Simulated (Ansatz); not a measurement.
# From r2SCAN to G0W0: GaSb (F-43m)

Aim: the quasiparticle gap of GaSb (F-43m), starting from r2SCAN.

Main program and level: Ansatz 0.2.0; r2SCAN, then G0W0 on it, plane waves, PAW.

The database entry behind the starting cell differs from later determinations by our own check (about 0.4 % long), so it need not match the best structure at ambient conditions.

**1. Starting point**

It takes space group F-43m (No. 216, cubic). The conventional cell has a = 6.118 Å, b = 6.118 Å, c = 6.118 Å, α = 90.00°, β = 90.00°, γ = 90.00°. Nearest to Ga lie 4 Sb at 2.65 Å. Nearest to Sb lie 4 Ga at 2.65 Å. Farther neighbours are not listed.

The cell and positions come from the Crystallography Open Database and are kept as given unless a step says otherwise. Spin-orbit coupling is left out unless a step names it.

The logs state that the PAW files were generated under PBE.

**2. The r2SCAN band structure**

Levels along a band path and on the mesh show where this functional puts the band edges.

This step: DFT, r2SCAN, plane waves, PAW; PAW set soft_1.

Input file input.yaml:

```yaml
crystal:
  lattice:
    - [0.0, 3.059, 3.059]
    - [3.059, 0.0, 3.059]
    - [3.059, 3.059, 0.0]
  atoms:
    - { symbol: Ga, position: [0.0, 0.0, 0.0] }
    - { symbol: Sb, position: [0.25, 0.25, 0.25] }
kpoints:
  mp_grid: { grid: [6, 6, 6] }
  band_path:
    path:
      - [[0.0, 0.0, 0.0], [-0.5, -0.5, 0.0], [-0.375, -0.375, 0.25]]
      - [[-0.375, 0.0, 0.375], [0.0, 0.0, 0.0], [0.0, 0.0, 0.5], [-0.5, -0.25, 0.25], [-0.5, -0.5, 0.0]]
    npoints: 10
hamiltonian:
  xc: r2scan
  pseudopotentials: { kind: paw, azcp: { folder: soft_1 } }
scf:
  occupations: { method: fermi_dirac, width: 0.02 }
  n_extra_bands: 4
output:
  eigenvalues: true
  write_density: true
  write_potential: true
  elf: true
  volumetric_format: npy
```

Started as:

```
$ ansatz run input.yaml --threads 3 --pin off --max-ram 92160MiB --backend cuda --events-out ev --progress --plain --runs-dir out --devices 1 --max-vram 13GiB
```

Numbers of over 12 decimals in the logs are rounded to 6 here.

The program printed:

```text
scf.n_extra_bands = 4 over 14 filled bands (N_el = 28.0): the run solves 18 bands
GPUs: using 1 of 1 available (devices: 1).
Engine: ansatz 0.2.0, x86_64-unknown-linux-gnu
Pseudopotentials: kind: paw
Pseudopotential: Ga, paw, valence charge 13, recommended cutoff 500 eV (meta_gga), soft_1/Ga.paw.azcp
Pseudopotential: Sb, paw, valence charge 15, recommended cutoff 500 eV (meta_gga), soft_1/Sb.paw.azcp
Functional definition: r2SCAN
  parameter k0 = 0.174
  parameter k1 = 0.065
  parameter a1 = 4.9479
  exchange = r2scan_x(k0 = k0, k1 = k1, a1 = a1)
  correlation = r2scan_c
device memory: the entry about to start is reckoned to put 1.1 GiB on a device that reports 40.8 GiB free (of which the cap on the GPU budget leaves the run 13.0 GiB)
GPU FFT provider: cuFFT
GPU libraries: cuBLAS 13.8.2, cuFFT 12.4.0, cuSOLVER 12.3.4
Crystal: 2 atoms, lattice volume = 57.249 Å³
Basis set: ecut = 500 eV, 1459 PW (Γ), exchange–correlation on 128×128×128 points (64 copies of the dense FFT grid, shifted against one another)
Bands: 18, of which v1, the nominal top of the filled ones, is band 14 counted from 1 (13 counted from 0)
Symmetry: 24 space group operations
Space group: F-43m (ITA 216), of the structure as read, at distance tolerance 3.9e-5 Å
k-points: 16 of 216 (time reversal used)
Non-local potential: Ga, projectors of the file, l = 0: 2, l = 1: 2, l = 2: 3, l = 3: 1
Non-local potential: Sb, projectors of the file, l = 0: 2, l = 1: 2, l = 2: 2, l = 3: 1
PAW form: soft (Blöchl's): semilocal exchange-correlation on the pseudo side does not see the compensation charge
PAW frozen core: Ga, regenerated for the run's functional (the file was generated under x = pbe(κ = 0.804, μ = 0.219515), c = pbe(β = 0.066725))
PAW frozen core: Sb, regenerated for the run's functional (the file was generated under x = pbe(κ = 0.804, μ = 0.219515), c = pbe(β = 0.066725))
PAW one-centre angular grid: Ga, 590 points (default); XC on 160 Gauss nodes
PAW one-centre angular grid: Sb, 590 points (default); XC on 160 Gauss nodes
Initial density: superposition of atomic densities (chi_scale 0.1, normalization cell, long waves kept (reshape's long-wave potential 0.00 eV rms))
Initial wavefunctions: pseudopotential atomic-orbital guess
GPU buffer pool allocated for 32768 grid points (all kernels)
GPU transforms: local potential and band sums: pruned to the plane-wave sphere, on 32×32×32
Functional: x = r2scan, c = r2scan; τ floored in thin density (d = 2e-4 eV/Å³)
iter 1 solved again at ethr=1.73e-3 eV; its pass at ethr=3.10e-3 eV (dr2=4.85e-1 eV) is discarded
SCF iter   1: F=—  HF=-10289.865782 eV  |F-HF|=—  |Δ(HF+E_count)|=         —  Δρ=3.70e-2  dr2=4.84e-1  dr2_τ=4.90e-3  ethr=1.73e-3  ⟨swp⟩=1.0  Hψ=1978  notcnv=0
preconditioner: auto → none  [insulator: Δε(μ)=0.161 eV  Ē_g=15.583 eV  σ=0.020 eV  W_gap=0.96  n_scr=14 (ndim 8)  ℏωp=20.8 eV  f_vac=0.007  D(μ)=0.03/eV (n_scr^D=0)  ε∞_Penn≈2.8]
SCF iter   2: F=—  HF=-10289.895449 eV  |F-HF|=—  |Δ(HF+E_count)|=   2.97e-2  Δρ=1.71e-2  dr2=8.81e-2  dr2_τ=8.94e-4  ethr=1.73e-3  ⟨swp⟩=2.7  Hψ=462  notcnv=0
SCF iter   3: F=—  HF=-10289.923843 eV  |F-HF|=—  |Δ(HF+E_count)|=   2.84e-2  Δρ=7.40e-3  dr2=2.46e-2  dr2_τ=1.53e-4  ethr=3.15e-4  ⟨swp⟩=2.4  Hψ=636  notcnv=0
SCF iter   4: F=—  HF=-10289.912777 eV  |F-HF|=—  |Δ(HF+E_count)|=   1.11e-2  Δρ=7.27e-4  dr2=1.47e-4  dr2_τ=5.32e-6  ethr=8.80e-5  ⟨swp⟩=3.0  Hψ=548  notcnv=0
SCF iter   5: F=—  HF=-10289.912878 eV  |F-HF|=—  |Δ(HF+E_count)|=   1.01e-4  Δρ=3.50e-4  dr2=2.47e-5  dr2_τ=5.30e-7  ethr=5.25e-7  ⟨swp⟩=2.0  Hψ=512  notcnv=0
SCF iter   6: F=—  HF=-10289.912877 eV  |F-HF|=—  |Δ(HF+E_count)|=   1.15e-6  Δρ=3.88e-5  dr2=6.03e-7  dr2_τ=1.20e-8  ethr=8.83e-8  ⟨swp⟩=2.0  Hψ=512  notcnv=0
SCF iter   7: F=-10289.912877 eV  HF=-10289.912877 eV  |F-HF|=1.73e-8  |Δ(HF+E_count)|=   9.30e-8  Δρ=1.09e-5  dr2=3.59e-8  dr2_τ=6.02e-10  ethr=3.57e-10  ⟨swp⟩=5.1  Hψ=1154  notcnv=0
SCF 1 converged in 7 iterations: F = -10289.912877 eV  dr2 = 3.59e-8
  greatest PAW one-centre occupation: 0.994 electrons in one spin orbital (limit 2), on the Sb atom at site 1 (counted from 0), in its partial waves of l = 2
device memory: the entry about to start is reckoned to put 1.5 GiB on a device that reports 37.5 GiB free (of which the cap on the GPU budget leaves the run 13.0 GiB)
NSCF: frozen V_eff on 62 k-points, pencils in batches of 32, up to order 80
SCF converged after 7 iterations
Free energy (F): -10289.912877 eV
Harris-Foulkes:  -10289.912877 eV  (|F-HF|=1.73e-8)
Internal energy: -10289.912877 eV  (E = F + TS)
E sigma→0 (E₀):  -10289.912877 eV
Entropy (-TS):   -0.000000 eV (-0.000 meV/atom)
Fermi energy:    7.885565 eV
--- Per-component energies (eV) ---
  E_band       = -276.168264
  E_kinetic    = 273.689674
  E_local      = -3381.909574  (includes V_loc(G=0)·N_el)
  E_nonlocal   = 299.715538
  E_hartree    = 1734.538819
  E_xc         = -147.121997
  E_vxc        = -151.484152  (∫ρ·V_xc dr)
  E_paw        = -6574.759270  (= ΣΔE_a)
  E_vpaw       = -793.878907  (= ΣTr[D̂ρ^β])
  E_aug_tail   = 0.000080  (compensation charges beyond the density's cutoff)
  E_vtau       = 8.618321  (kinetic-family band-sum trace: ∫τ·v_τ [+ j·A + Jᵃ·Aᵃ] dr)
  E_ewald      = -2493.919138
  E_core_change = -0.147008  (= ΣΔE_core)
  E_smearing   = -0.000000  (= −TS)
  E_closure    = 0.000000  (closes the sum)
  Σ components = -10289.912877   (vs F -10289.912877, Δ=0.00e0)
--- Band table (eV; the first three rows and the last of 16) ---
  k-point 0: bands = [... 10 lower, -4.2861, 7.6391, 7.6391, 7.6391, 8.1100, 10.6314, 10.6314, 10.6314]
  k-point 1: bands = [... 10 lower, -3.9880, 4.9461, 7.2190, 7.2190, 8.9572, 11.2018, 11.2018, 11.9636]
  k-point 2: bands = [... 10 lower, -3.1924, 2.3311, 6.6474, 6.6474, 8.5310, 11.6838, 11.6838, 14.5572]
  k-point 15: bands = [... 10 lower, -1.6456, 0.7154, 4.3340, 4.5135, 10.4831, 10.7619, 14.1581, 14.2171]
```

Wall time 8.2 s (1 × NVIDIA H100 80GB HBM3 (shared by 6 runs) with 3 threads of AMD EPYC 7R13 (Zen 3), shared host); peak memory 0.96 GiB.

Reading the cycles: dr2 is the Hartree energy of the density residual (eV), the measure of convergence; HF is the Harris–Foulkes estimate of the energy, which meets the free energy F at convergence.

Numbers from this step:

```
filled bands         : 14
gap                  : 0.4709 eV
valence top at       : Γ
conduction bottom at : Γ
least direct gap     : 0.4709 eV
```

Over mesh and path the gap is 0.471 eV, direct, at k = Γ.

Electronic bands along the path, in eV, zero at the top of the highest nominally filled band:

```
    point  band 11  band 12  band 13  band 14  band 15  band 16  band 17  band 18
        Γ   -11.93     0.00     0.00     0.00     0.47     2.99     2.99     2.99
  halfway   -11.04    -4.10    -1.74    -1.74     1.47     3.05     5.89     5.89
        X    -9.32    -7.03    -2.69    -2.69     1.13     1.49     9.31     9.31
  halfway    -9.31    -6.99    -3.16    -2.59     1.37     2.26     8.40     8.58
        U    -9.39    -6.84    -3.74    -2.29     1.65     4.21     7.12     7.28
jump to K    -9.39    -6.84    -3.74    -2.29     1.65     4.21     7.12     7.28
  halfway   -10.96    -4.54    -2.46    -0.74     2.24     4.07     4.30     5.22
        Γ   -11.93     0.00     0.00     0.00     0.47     2.99     2.99     2.99
  halfway   -11.27    -4.09    -0.73    -0.73     1.11     3.91     3.91     5.66
        L   -10.20    -6.57    -1.21    -1.21     0.70     4.03     4.03     6.93
  halfway    -9.83    -6.54    -3.19    -1.97     2.60     3.73     5.77     6.90
        W    -9.27    -6.89    -3.47    -3.25     4.03     4.63     4.83     5.12
  halfway    -9.30    -6.96    -3.12    -3.00     2.18     2.47     7.45     7.53
        X    -9.32    -7.03    -2.69    -2.69     1.13     1.49     9.31     9.31
```

The electronic bands as a text plot (rows in eV, shown from -8.0 to 3.0 only):

```
    2.8 |++++   +       +             ++              ++    ++
    2.3 |        +     +    +++++                    +        +
    1.8 |  ++++   ++      ++     +++                +         ++
    1.4 |      ++   ++++++          +    +++       +           ++
    0.9 | +      +++++               +  +   +++++ +
    0.5 |+                            ++         +
    0.0 |**                         ******
   -0.4 |  *                     ****   * **
   -0.9 | * *                  **    *      ***
   -1.4 |  * **              **   **     *     ******
   -1.8 |      *           **    *  *              * **
   -2.3 |   *   **      ***     *         *         *  *
   -2.7 |         ******          **                 *  *     ***
   -3.2 |    **        *       *           *          *  ******
   -3.6 |               *******  *                     *****
   -4.1 |      *                            *
   -4.6 |                       *
   -5.0 |       *                            *
   -5.5 |        *             *              *
   -5.9 |                    **                *
   -6.4 |         **        *                   ********
   -6.9 |           ********                            *********
   -7.3 |
   -7.8 |
         Γ           X  U|K            Γ         L        W     X
```

Electrostatic potential energy in the ac plane of a cell with a along [110], b along [-110] and c along [001] of the cube at fractional y = 0.000, with atoms of Ga and Sb within 0.2 Å of it. With pseudopotentials it is smooth inside the atoms' cores, unlike the true potential.

Ten even steps from '0' (-32 eV) to '9' (24 eV), each cell a mean:
```
985666666569985666666569
755643235656755643235656
566510003666566510003666
776300002577776300002577
776400002677776400002677
777520014677777520014677
777664456777777664456777
777777677777777777677777
777777777777777777777777
777777777777777777777777
777777777777777777777777
777777777777777777777777
677777777776677777777776
556777777665556777777665
865677777658865677777658
995677777579995677777579
```
Columns run along a (8.7 Å; values clipped at the 3rd and 97th percentile), rows up along c (6.1 Å), edges of the conventional cell, whose origin can differ from the input's. Atoms in or near the plane, at fractional coordinates: Ga at (0.50, 0.00), Ga at (0.00, 0.00), Sb at (0.75, 0.75), Sb at (0.25, 0.75).

ELF in the ac plane of a cell with a along [110], b along [-110] and c along [001] of the cube at fractional y = 0.000, with atoms of Ga and Sb within 0.2 Å of it. It is the smooth field of the valence electrons, not physical close to the nuclei.

Values, 9 rows by 16 columns, each cell a mean:
```
0.11 0.32 0.62 0.51 0.47 0.62 0.43 0.15 0.11 0.32 0.62 0.51 0.47 0.62 0.43 0.15
0.33 0.60 0.49 0.17 0.13 0.38 0.63 0.40 0.33 0.60 0.49 0.17 0.13 0.38 0.63 0.40
0.22 0.48 0.38 0.12 0.08 0.30 0.50 0.30 0.22 0.48 0.38 0.12 0.08 0.30 0.50 0.30
0.05 0.26 0.45 0.40 0.38 0.45 0.35 0.09 0.05 0.26 0.45 0.40 0.38 0.45 0.35 0.09
0.01 0.05 0.20 0.37 0.39 0.26 0.09 0.02 0.01 0.05 0.20 0.37 0.39 0.26 0.09 0.02
0.04 0.03 0.03 0.05 0.05 0.03 0.03 0.04 0.04 0.03 0.03 0.05 0.05 0.03 0.03 0.04
0.22 0.14 0.05 0.01 0.01 0.03 0.10 0.20 0.22 0.14 0.05 0.01 0.01 0.03 0.10 0.20
0.27 0.26 0.16 0.05 0.04 0.11 0.24 0.27 0.27 0.26 0.16 0.05 0.04 0.11 0.24 0.27
0.09 0.22 0.35 0.33 0.32 0.37 0.27 0.10 0.09 0.22 0.35 0.33 0.32 0.37 0.27 0.10
```
Columns run along a (8.7 Å), rows up along c (6.1 Å), edges of the conventional cell, whose origin can differ from the input's. Atoms in or near the plane, at fractional coordinates: Ga at (0.50, 0.00), Ga at (0.00, 0.00), Sb at (0.75, 0.75), Sb at (0.25, 0.75).

(Continued in part 2 of 2.)

[Paths, hosts, dates, memory and timing lines, banners, echoed tables and standing remarks are left out of the program output.]

[Logs are printed without paths, hosts, clocks, repeated set-up lines and the standing remarks that a program may print on its own settings, such as how far it seeks lower states.]

[Runs of the session that timed out or met a known fault of the program may be left out.]

[Cells called generated may have been cut or substituted from an entry of the Crystallography Open Database or the Materials Project.]

[Hosts, paths, dates, database ids (printed as entryN), source tags and the programs' standing remarks are cut or masked in the printed files.]

[Where an RPA ε∞ is given, it is that of the G0W0 mesh and is not shown converged in it. Names of k-points follow the symmetry that the program found, which can be lower than the space group named. Band edges on a path are those of the sampled points; other points can move an edge, and change direct to indirect where valleys lie close.]

[Hybrid gaps are those of their k-mesh and are not shown converged in it.]
